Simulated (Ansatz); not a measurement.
# Direct or indirect: CsSnI3 (Pm-3m)

```
Cs I Sn
1.0
     6.20570    0.00000    0.00000
     0.00000    6.20570    0.00000
     0.00000    0.00000    6.20570
Cs I Sn
1 3 1
Cartesian
  0.0000 0.0000 0.0000
  3.1029 3.1029 0.0000
  3.1029 0.0000 3.1029
  0.0000 3.1029 3.1029
  3.1029 3.1029 3.1029
```

Method: Ansatz, PBE, independent particles, without spin-orbit coupling, line width 0.15 eV (Gaussian). The band structure gives a fundamental gap of 0.31 eV. The spectrum of vertical transitions near the edge:

| E (eV) | Im ε, E ∥ xyz |
| --- | --- |
| 0.00 | 0.00 |
| 0.12 | 0.04 |
| 0.24 | 0.29 |
| 0.36 | 0.92 |
| 0.48 | 1.56 |
| 0.60 | 1.98 |
| 0.72 | 2.29 |
| 0.84 | 2.63 |
| 0.96 | 3.02 |
| 1.08 | 3.51 |
| 1.20 | 4.11 |
| 1.32 | 4.97 |
| 1.44 | 6.23 |
| 1.56 | 7.50 |
| 1.68 | 7.90 |

Q: Is the gap direct or indirect, and about where do vertical transitions set in?

A: Direct: the band path has its least direct gap at the fundamental one, 0.31 eV, and the curves rise from there. Lines are broadened by 0.15 eV, which spreads the edge.

[Logs are printed without paths, hosts, clocks, repeated set-up lines and the standing remarks that a program may print on its own settings, such as how far it seeks lower states.]
